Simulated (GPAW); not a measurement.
# LiHF2 (R-3m): G0W0 with GPAW, start to end

How does a plane-wave GW calculation on LiHF2 (R-3m) run from the first input to the gap?

Main program and level: GPAW 26.7.0; LDA and many-body steps on it, plane waves.

## 1. Starting point

The structure is trigonal, space group R-3m (No. 166). Conventional cell: a = 2.934 Å, b = 2.934 Å, c = 13.100 Å, α = 90.00°, β = 90.00°, γ = 120.00°. Nearest to Li lie 6 F at 1.99 Å. Nearest to H lie 2 F at 1.14 Å. Nearest to F lie 1 H at 1.14 Å and 3 Li at 1.99 Å. Farther neighbours and most contacts between anions are not listed.

Structure file:

```
Li H F
1.0
     1.46698    0.84696    4.36669
    -1.46698    0.84696    4.36669
     0.00000   -1.69393    4.36669
Li H F
1 1 2
Direct
  0.00000 0.00000 0.00000
  0.50000 0.50000 0.50000
  0.41330 0.41330 0.41330
  0.58670 0.58670 0.58670
```

The cell and positions are those that the Materials Project relaxed with its own functionals (PBE, PBE+U or r2SCAN), kept fixed.

## 2. Ground state

This step: GPAW 26.7.0; DFT, LDA, plane waves, PAW.

The ground-state density comes first.

Contents of run.py:

```python
import json
import numpy as np
from gpaw.mpi import world
from ase import Atoms
from gpaw import GPAW, PW, FermiDirac

atoms = Atoms(['Li', 'H', 'F', 'F'],
    cell=[[1.4669835874, 0.8469633691, 4.3666887241],
      [-1.4669835874, 0.8469633691, 4.3666887241],
      [0.0000000000, -1.6939267382, 4.3666887241]],
    scaled_positions=[[0.0000000000, 0.0000000000, 0.0000000000],
      [0.5000000000, 0.5000000000, 0.5000000000],
      [0.4133018800, 0.4133018800, 0.4133018800],
      [0.5866981200, 0.5866981200, 0.5866981200]],
    pbc=(True, True, True))
calc = GPAW(mode=PW(600),
    xc='LDA',
    kpts={'size': (10, 10, 10), 'gamma': True},
    occupations=FermiDirac(0.001),
    nbands=-8,
    convergence={'density': 1e-6, 'bands': -3},
    maxiter=100,
    txt='gs.txt')
atoms.calc = calc
res = {'energy': atoms.get_potential_energy()}
kpts = calc.get_ibz_k_points()
res['kpts'] = kpts
res['eigenvalues'] = [calc.get_eigenvalues(kpt=k) for k in range(len(kpts))]
res['n_electrons'] = calc.get_number_of_electrons()
calc.write('gs.gpw')

if world.rank == 0:
    with open('result.json', 'w') as f:
        json.dump(res, f, default=lambda x: x.tolist())
```

Started as:

```console
$ mpirun -n 4 gpaw python run.py
```

Output:

```text
__  _  _
 | _ |_)|_||  |
 |__||  | ||/\| - 26.7.0

Input parameters:
  mode=PW(ecut=600.0),
  convergence={'density': 1e-06, 'bands': -3},
  kpts=MonkhorstPack(size=(10, 10, 10), gamma=True),
  maxiter=100,
  nbands=-8,
  occupations=Occupations(name='fermi-dirac', width=0.001, fixmagmom=False),
  xc=XC(name='LDA')
  [... matrices ...]
Diagonalizing LCAO Hamiltonian
Converting LCAO to pw mode

       F

       H
       F

       Li

Atoms  # Å, Bohr magnetons
|   | symbol |         x |         y |        z |    initial magnetic moments |
| 0 |     Li |  0.000000 |  0.000000 | 0.000000 | ( 0.0000,  0.0000,  0.0000) |
| 1 |      H |  0.000000 |  0.000000 | 6.550033 | ( 0.0000,  0.0000,  0.0000) |
| 2 |      F |  0.000000 | -0.000000 | 5.414282 | ( 0.0000,  0.0000,  0.0000) |
| 3 |      F | -0.000000 |  0.000000 | 7.685784 | ( 0.0000,  0.0000,  0.0000) |

Unit cell  # Å
| periodic |         x |         y |        z |  lengths |    angles |
|      yes |  1.466984 |  0.846963 | 4.366689 | 4.683733 | 36.505354 |
|      yes | -1.466984 |  0.846963 | 4.366689 | 4.683733 | 36.505354 |
|      yes |  0.000000 | -1.693927 | 4.366689 | 4.683733 | 36.505354 |

Number of symmetries: 12
Symmetry operations  # r_c * U_cc + t_c -> r_c
|    | kind |            matrix            |
|  0 |  E   |  1, 0, 0,  0, 1, 0,  0, 0, 1 |
|  1 |  σ   |  1, 0, 0,  0, 0, 1,  0, 1, 0 |
|  2 |  σ   |  0, 1, 0,  1, 0, 0,  0, 0, 1 |
|  3 |  C3  |  0, 1, 0,  0, 0, 1,  1, 0, 0 |
|  4 |  C3  |  0, 0, 1,  1, 0, 0,  0, 1, 0 |
|  5 |  σ   |  0, 0, 1,  0, 1, 0,  1, 0, 0 |
|  6 |  C2  |  0, 0,-1,  0,-1, 0, -1, 0, 0 |
|  7 |  S6  |  0, 0,-1, -1, 0, 0,  0,-1, 0 |
|  8 |  S6  |  0,-1, 0,  0, 0,-1, -1, 0, 0 |
|  9 |  C2  |  0,-1, 0, -1, 0, 0,  0, 0,-1 |
| 10 |  C2  | -1, 0, 0,  0, 0,-1,  0,-1, 0 |
| 11 |  i   | -1, 0, 0,  0,-1, 0,  0, 0,-1 |

BZ-sampling:
  Number of BZ points: 1000
  Number of IBZ points: 116

  Monkhorst-Pack size: [10, 10, 10]
  Monkhorst-Pack shift: [0.05, 0.05, 0.05]

K-points  # in reciprocal-cell coordinates
|     |                                coordinates |     weight |
|   0 | (  0.00000000,   0.00000000,   0.00000000) | 0.00100000 |
|   1 | (  0.10000000,   0.00000000,  -0.10000000) | 0.00600000 |
|   2 | (  0.10000000,   0.00000000,   0.00000000) | 0.00600000 |
|   3 | (  0.10000000,   0.10000000,  -0.10000000) | 0.00600000 |
|   4 | (  0.10000000,   0.10000000,   0.00000000) | 0.00600000 |
|   5 | (  0.10000000,   0.10000000,   0.10000000) | 0.00200000 |
|   6 | (  0.20000000,  -0.10000000,  -0.10000000) | 0.00600000 |
|   7 | (  0.20000000,   0.00000000,  -0.20000000) | 0.00600000 |
|   8 | (  0.20000000,   0.00000000,  -0.10000000) | 0.01200000 |
|   9 | (  0.20000000,   0.00000000,   0.00000000) | 0.00600000 |
| ... |                                            |            |
| 115 | (  0.50000000,   0.50000000,   0.50000000) | 0.00100000 |

Plane wave coefficients: 1101
Cutoff: 600.0 eV

Spin-components: 1 (collinear spins)
Bands:           16
Projectors:      16
Spin-degeneracy: 2
Datatype:        complex128

  Storage: CPU
  Wave functions: 32_220_160 bytes (8_055_040 per core)
  Projectors: 48_330_240 bytes (12_082_560 per core)
  [... matrices ...]
Parallelization:
  kpt:    4
  domain: 1
  band:   1

Density:
  Valence electrons: 16.0
  Components: 1
  Grid points: [27 27 27]
  Charge: 0.0  # |e|

Potential:
  Grid points: [27 27 27]

species:
  Li:
    name:    Lithium
    Z:       3.0
    valence: 1
    core:    2
    charge:  0.0  # [|e|]
    compensation charges:
      type: gauss
      rc: 0.33  # [Å]
      lmax: 2
    cutoffs:
      filter: 1.91  # [Å]
      core: 2.55  # [Å]
    projectors
    | kind |    occ | energy [eV] | rcut [Å] |
    |   2s |  1.000 |      -2.874 |    1.058 |
    |   2p |  0.000 |      -1.126 |    1.058 |
    |    s |        |      24.338 |    1.058 |

    Using partial waves for Li as LCAO basis

  H:
    name:    Hydrogen
    Z:       1.0
    valence: 1
    core:    0
    charge:  0.0  # [|e|]
    compensation charges:
      type: gauss
      rc: 0.15  # [Å]
      lmax: 2
    cutoffs:
      filter: 0.85  # [Å]
      core: 0.53  # [Å]
    projectors
    | kind |    occ | energy [eV] | rcut [Å] |
    |   1s |  1.000 |      -6.353 |    0.476 |
    |    s |        |      20.858 |    0.476 |
    |    p |        |       0.000 |    0.476 |

    Using partial waves for H as LCAO basis

  F:
    name:    Fluorine
    Z:       9.0
    valence: 7
    core:    2
    charge:  0.0  # [|e|]
    compensation charges:
      type: gauss
      rc: 0.20  # [Å]
      lmax: 2
    cutoffs:
      filter: 1.14  # [Å]
      core: 0.74  # [Å]
    projectors
    | kind |    occ | energy [eV] | rcut [Å] |
    |   2s |  2.000 |     -29.647 |    0.635 |
    |   2p |  5.000 |     -11.293 |    0.635 |
    |    s |        |      -2.435 |    0.635 |
    |    p |        |      15.918 |    0.635 |
    |    d |        |       0.000 |    0.635 |

    Using partial waves for F as LCAO basis

Reference energy: -5609.655338  # eV

eigensolver:
  PPCG
  Converge bands: -3
  niter=2

density mixing:
  MSR1-Mixer
  Pratt-step length: 0.05
  Maximum mixing coefficient: 0.75
  Old densities: 10
  SVD Regularization: 0.005
  Good broyden scale: 1.0
  Trust region scale: 1.0
  Backstep threshold: 4.0
  History deletion threshold: 6.0
  Fourier metric: weight=20.0, sigma=0.015

occupation numbers:
  Fermi-Dirac:
    width: 0.0010  # eV

poisson solver:
  ecut: 4800.0  # eV

xc functional:
  name: None

Initialization done in: 2.117 s

convergence criteria:
- Maximum integral of absolute [dens]ity change: 1e-06 electrons / valence electron
- Maximum [total energy] change in last 3 cyles: 0.0005 eV / valence electron
- Maximum integral of absolute [eigenst]ate change: 4e-08 eV^2 / valence electron
maximum number of iterations: 100

SCF iterations
|iter     |     time |      energy | eigst |  dens |
|iter:   1|  |  -20.363485 | +1.18 |       |
|iter:   2|  |  -20.189289 | +0.06 | -1.04 |
|iter:   3|  |  -19.601002 | -0.78 | -1.09 |
|iter:   4|  |  -19.592367 | -2.65 | -1.59 |
|iter:   5|  |  -19.592066 | -3.55 | -1.94 |
|iter:   6|  |  -19.592110c| -5.02 | -2.77 |
|iter:   7|  |  -19.592112c| -6.70 | -3.45 |
|iter:   8|  |  -19.592112c| -7.82c| -4.14 |
|iter:   9|  |  -19.592112c| -8.72c| -5.36 |
|iter:  10|  |  -19.592112c| -9.62c| -5.85 |
|iter:  11|  |  -19.592112c|-10.08c| -6.77c|

Converged in 11 steps
SCF loop duration: 19.010 s (1.728 s/step)
Energy contributions relative to reference atoms: (reference = -5609.655338)
  [... matrices ...]
Energy contributions:
  Kinetic:          23.743831
  Coulomb:         -24.313389
  Zero:              0.399039
  External:          0.000000
  Xc:              -19.421592
  Entropy:          -0.000000
  Spinorbit:         0.000000
  ----------------------------
  Free energy:     -19.592112
  Extrapolated:    -19.592112

dipole moment: (-0.000000, 0.000000, -7.547617)  # |e|*Ang

Fermi level: 0.764
Eigenvalues  # (at kpt = [0.000, 0.000, 0.000])
| band index |      eig [eV] | occ [0-2] |
|          0 |       -23.253 |     2.000 |
|          1 |       -21.706 |     2.000 |
|          2 |        -8.234 |     2.000 |
|          3 |        -2.838 |     2.000 |
|          4 |        -2.838 |     2.000 |
|          5 |        -2.720 |     2.000 |
|          6 |        -2.623 |     2.000 |
|          7 |        -2.623 |     2.000 |
|          8 |         5.629 |     0.000 |
|          9 |        10.319 |     0.000 |
|         10 |        14.406 |     0.000 |
|         11 |        16.164 |     0.000 |
|         12 |        17.496 |     0.000 |
|         13 |        17.496 |     0.000 |
|         14 |        21.394 |     0.000 |
|         15 |        21.394 |     0.000 |

Gap: 8.054 eV
Transition (v -> c):
  (s=0, k=83, n=7, [0.40, 0.40, 0.30]) -> (s=0, k=0, n=8, [0.00, 0.00, 0.00])
Direct/indirect transitions are different
Direct gap: 8.252 eV
Transition at: (s=0, k=0, n=7, [0.00, 0.00, 0.00])
# Writing to gs.gpw (mode='')
  [... matrices ...]
```

Elapsed: 23 s, on 4 MPI ranks of Arm Neoverse V1, shared host; peak memory 0.72 GiB; 91 s of CPU time.

This step gave:

- total energy: -19.59 eV
- gap: 8.054 eV
- k of the valence top: 0.4, 0.4, 0.3
- k of the conduction bottom: 0, 0, 0
- least direct gap: 8.252 eV

The gap is indirect, with the least direct gap 0.20 eV higher.

## 3. Bands along the symmetry lines

Levels along a band path, at the cheap level, show where the edges lie and whether the meshes to come will hold them.

Contents of run.py:

```python
import json
import numpy as np
from gpaw.mpi import world
from gpaw import GPAW

path = [[0.000000, 0.000000, 0.000000],
    [0.062500, 0.062500, 0.062500],
    [0.125000, 0.125000, 0.125000],
    [0.187500, 0.187500, 0.187500],
    [0.250000, 0.250000, 0.250000],
    [0.312500, 0.312500, 0.312500],
    [0.375000, 0.375000, 0.375000],
    [0.437500, 0.437500, 0.437500],
    [0.500000, 0.500000, 0.500000],
    [0.538532, 0.461468, 0.500000],
    [0.577063, 0.422937, 0.500000],
    [0.615595, 0.384405, 0.500000],
    [0.654126, 0.345874, 0.500000],
    [0.692658, 0.307342, 0.500000],
    [0.731190, 0.268810, 0.500000],
    [0.769721, 0.230279, 0.500000],
    [0.808253, 0.191747, 0.500000],
    [0.500000, -0.191747, 0.191747],
    [0.500000, -0.167779, 0.167779],
    [0.500000, -0.143810, 0.143810],
    [0.500000, -0.119842, 0.119842],
    [0.500000, -0.095874, 0.095874],
    [0.500000, -0.071905, 0.071905],
    [0.500000, -0.047937, 0.047937],
    [0.500000, -0.023968, 0.023968],
    [0.500000, 0.000000, 0.000000],
    [0.437500, 0.000000, 0.000000],
    [0.375000, 0.000000, 0.000000],
    [0.312500, 0.000000, 0.000000],
    [0.250000, 0.000000, 0.000000],
    [0.187500, 0.000000, 0.000000],
    [0.125000, 0.000000, 0.000000],
    [0.062500, 0.000000, 0.000000],
    [0.000000, 0.000000, 0.000000],
    [0.043234, -0.043234, 0.000000],
    [0.086468, -0.086468, 0.000000],
    [0.129703, -0.129703, 0.000000],
    [0.172937, -0.172937, 0.000000],
    [0.216171, -0.216171, 0.000000],
    [0.259405, -0.259405, 0.000000],
    [0.302639, -0.302639, 0.000000],
    [0.345874, -0.345874, 0.000000],
    [0.654126, 0.000000, 0.345874],
    [0.634861, 0.000000, 0.365139],
    [0.615595, 0.000000, 0.384405],
    [0.596329, 0.000000, 0.403671],
    [0.577063, 0.000000, 0.422937],
    [0.557797, 0.000000, 0.442203],
    [0.538532, 0.000000, 0.461468],
    [0.519266, 0.000000, 0.480734],
    [0.500000, 0.000000, 0.500000],
    [0.437500, 0.000000, 0.437500],
    [0.375000, 0.000000, 0.375000],
    [0.312500, 0.000000, 0.312500],
    [0.250000, 0.000000, 0.250000],
    [0.187500, 0.000000, 0.187500],
    [0.125000, 0.000000, 0.125000],
    [0.062500, 0.000000, 0.062500],
    [0.000000, 0.000000, 0.000000]]
calc = GPAW('gs.gpw').fixed_density(kpts=path,
    symmetry='off',
    nbands=18,
    convergence={'bands': 14},
    txt='bands.txt')
res = {}
kpts = calc.get_ibz_k_points()
res['kpts'] = kpts
res['eigenvalues'] = [calc.get_eigenvalues(kpt=k) for k in range(len(kpts))]
res['n_electrons'] = calc.get_number_of_electrons()

if world.rank == 0:
    with open('result.json', 'w') as f:
        json.dump(res, f, default=lambda x: x.tolist())
```

Started as:

```console
$ mpirun -n 4 gpaw python run.py
```

Output:

```text
Diagonalizing LCAO Hamiltonian
Converting LCAO to pw mode
convergence criteria:
- Maximum integral of absolute [eigenst]ate change: 4e-08 eV^2 / valence electron
maximum number of iterations: 100

SCF iterations
|iter     |     time |      energy | eigst |  dens |
|iter:   1|  |             | +1.84 |       |
|iter:   2|  |             | +0.46 |       |
|iter:   3|  |             | -1.26 |       |
[...]
|iter:   7|  |             | -6.03 |       |
|iter:   8|  |             | -7.14 |       |
|iter:   9|  |             | -8.27c|       |
SCF steps: 9
  __  _  _
 | _ |_)|_||  |
 |__||  | ||/\| - 26.7.0

Input parameters:
  mode=PW(ecut=600.0),
  convergence={'bands': 14},
  gpts=array([27, 27, 27]),
  kpts=KPoints(kpts=array([[ 0.      ,  0.      ,  0.      ],
         [ 0.0625  ,  0.0625  ,  0.0625  ],
         [ 0.125   ,  0.125   ,  0.125   ],
         [ 0.1875  ,  0.1875  ,  0.1875  ],
[...]
[ 0.538532,  0.461468,  0.5     ],
         [ 0.577063,  0.422937,  0.5     ],
         [ 0.615595,  0.384405,  0.5     ],
[...]
[ 0.5     , -0.191747,  0.191747],
         [ 0.5     , -0.167779,  0.167779],
[...]
[ 0.5     , -0.119842,  0.119842],
         [ 0.5     , -0.095874,  0.095874],
         [ 0.5     , -0.071905,  0.071905],
         [ 0.5     , -0.047937,  0.047937],
         [ 0.5     , -0.023968,  0.023968],
[...]
[ 0.302639, -0.302639,  0.      ],
         [ 0.345874, -0.345874,  0.      ],
         [ 0.654126,  0.      ,  0.345874],
         [ 0.634861,  0.      ,  0.365139],
         [ 0.615595,  0.      ,  0.384405],
[...]
[ 0.538532,  0.      ,  0.461468],
         [ 0.519266,  0.      ,  0.480734],
[...]
[ 0.125   ,  0.      ,  0.125   ],
         [ 0.0625  ,  0.      ,  0.0625  ],
         [ 0.      ,  0.      ,  0.      ]])),
  maxiter=100,
  nbands=18,
  occupations=Occupations(name='fermi-dirac', width=0.001, fixmagmom=False),
  parallel={},
  symmetry=Symmetry(point_group=False, time_reversal=False),
  xc=XC(name='LDA')
```

The job ended after 12 s (4 MPI ranks; peak memory 0.73 GiB).

This step gave:

```yaml
gap: 8.056 eV
k_of_the_valence_top: 0.5, 0.5, 0.5
k_of_the_conduction_bottom: 0, 0, 0
least_direct_gap: 8.252 eV
```

The gap is 8.056 eV, +0.001 eV from the run before at this level.

Electronic bands along the path, in eV, zero at the top of the highest filled band; v1 is the highest filled band, c1 the lowest empty one:

```tsv
point	v4	v3	v2	v1	c1	c2	c3	c4
Γ	-0.41	-0.29	-0.20	-0.20	8.06	12.75	16.83	18.59
halfway	-0.52	-0.52	-0.08	-0.08	8.54	12.30	16.62	19.70
T	-0.59	-0.59	0.00	0.00	8.95	12.20	15.87	19.53
halfway	-1.68	-1.03	-0.52	-0.22	10.74	13.31	16.13	17.45
H2	-1.94	-1.60	-0.93	-0.55	13.81	14.27	14.56	15.46
jump to H0	-1.94	-1.60	-0.93	-0.55	13.81	14.27	14.56	15.46
halfway	-1.39	-1.20	-1.14	-0.45	12.42	13.86	15.61	16.65
L	-1.55	-0.77	-0.63	-0.54	11.52	13.57	16.12	17.90
halfway	-0.94	-0.61	-0.41	-0.37	9.64	14.44	15.88	17.84
Γ	-0.41	-0.29	-0.20	-0.20	8.06	12.75	16.83	18.59
halfway	-1.42	-0.73	-0.54	-0.31	10.26	15.18	15.54	17.10
S0	-1.87	-1.29	-1.26	-0.50	14.02	14.07	14.62	15.36
jump to S2	-1.87	-1.29	-1.26	-0.50	14.02	14.07	14.62	15.36
halfway	-1.54	-1.43	-1.12	-0.32	13.60	14.23	14.34	15.61
F	-1.62	-1.21	-1.11	-0.14	13.42	13.94	14.06	16.28
halfway	-1.15	-0.87	-0.56	-0.12	10.02	13.80	16.57	17.96
Γ	-0.41	-0.29	-0.20	-0.20	8.06	12.75	16.83	18.59
```

The electronic bands as a text plot (rows in eV, shown from -8.0 to 14.1 only; labels by their first letter):

```
   13.6 |          ++  +++++++++   +++   ++     +++++++++++++++
   12.7 |+++   ++++   +   +           +++               +      ++
   11.8 |   +++     ++     +++++               +         +
   10.8 |          +            +             +           +
    9.9 |       +++              ++         ++             ++
    9.0 |   ++++                   ++    +++                 ++
    8.1 |+++                         ++++                      ++
    7.2 |
    6.2 |
    5.3 |
    4.4 |
    3.5 |
    2.6 |
    1.6 |
    0.7 |
   -0.2 |********************************************************
   -1.1 |  **  ***********************   **********************
   -2.0 |    **************     ***         ******** ******
   -2.9 |                  *****                    *****
   -3.9 |
   -4.8 |   ****************                   ************
   -5.7 |***                *******************            ******
   -6.6 |
   -7.5 |
         Γ    T        H|H    L        Γ         S|S   F        Γ
```

## 4. Empty states on the mesh, 6×6×6 mesh, 48 bands

The sums over transitions need many empty states on a uniform mesh; this step solves for them.

Contents of run.py:

```python
import json
import numpy as np
from gpaw.mpi import world
from gpaw import GPAW

calc = GPAW('gs.gpw').fixed_density(kpts={'size': (6, 6, 6), 'gamma': True},
    nbands=56,
    convergence={'bands': 48},
    txt='nscf.txt')
calc.write('full.gpw', mode='all')
res = {}
kpts = calc.get_ibz_k_points()
res['kpts'] = kpts
res['eigenvalues'] = [calc.get_eigenvalues(kpt=k) for k in range(len(kpts))]
res['n_electrons'] = calc.get_number_of_electrons()

if world.rank == 0:
    with open('result.json', 'w') as f:
        json.dump(res, f, default=lambda x: x.tolist())
```

Started as:

```console
$ mpirun -n 4 gpaw python run.py
```

Output:

```text
Diagonalizing LCAO Hamiltonian
Converting LCAO to pw mode
convergence criteria:
- Maximum integral of absolute [eigenst]ate change: 4e-08 eV^2 / valence electron
maximum number of iterations: 100

SCF iterations
|iter     |     time |      energy | eigst |  dens |
|iter:   1|  |             | +4.01 |       |
|iter:   2|  |             | +2.76 |       |
|iter:   3|  |             | +1.66 |       |
[...]
|iter:   9|  |             | -5.55 |       |
|iter:  10|  |             | -6.76 |       |
|iter:  11|  |             | -7.44c|       |
SCF steps: 11
  __  _  _
 | _ |_)|_||  |
 |__||  | ||/\| - 26.7.0

Input parameters:
  mode=PW(ecut=600.0),
  convergence={'bands': 48},
  gpts=array([27, 27, 27]),
  kpts=MonkhorstPack(size=(6, 6, 6), gamma=True),
  maxiter=100,
  nbands=56,
  occupations=Occupations(name='fermi-dirac', width=0.001, fixmagmom=False),
  parallel={},
  xc=XC(name='LDA')
# Writing to full.gpw (mode='all')
  [... matrices ...]

timing:  # [seconds]
  Total: 0.043  # ━━━━━━━━━━━━━━━━━━━━━━━━━━━━━━━━━━━━━━━━━━━━━━━━━━━━━━━━━━━
```

Wall time 23 s (4 MPI ranks); peak memory 0.75 GiB; 93 s of CPU time.

Numbers from this step:

* gap: 8.056 eV
* k of the valence top: 0.5, 0.5, 0.5
* k of the conduction bottom: 0, 0, 0
* least direct gap: 8.252 eV
* k points computed: 32
* lowest point of the top converged band, above the valence top: 63.0778 eV

On this mesh the gap is 8.056 eV.

(Continued in part 2 of 2.)

[Paths, hosts, dates, memory and timing lines, banners, echoed tables and standing remarks are left out of the program output.]

[Logs are printed without paths, hosts, clocks, repeated set-up lines and the standing remarks that a program may print on its own settings, such as how far it seeks lower states.]

[Runs of the session that timed out or met a known fault of the program may be left out.]

[Hosts, paths, dates, database ids (printed as entryN), source tags and the programs' standing remarks are cut or masked in the printed files.]
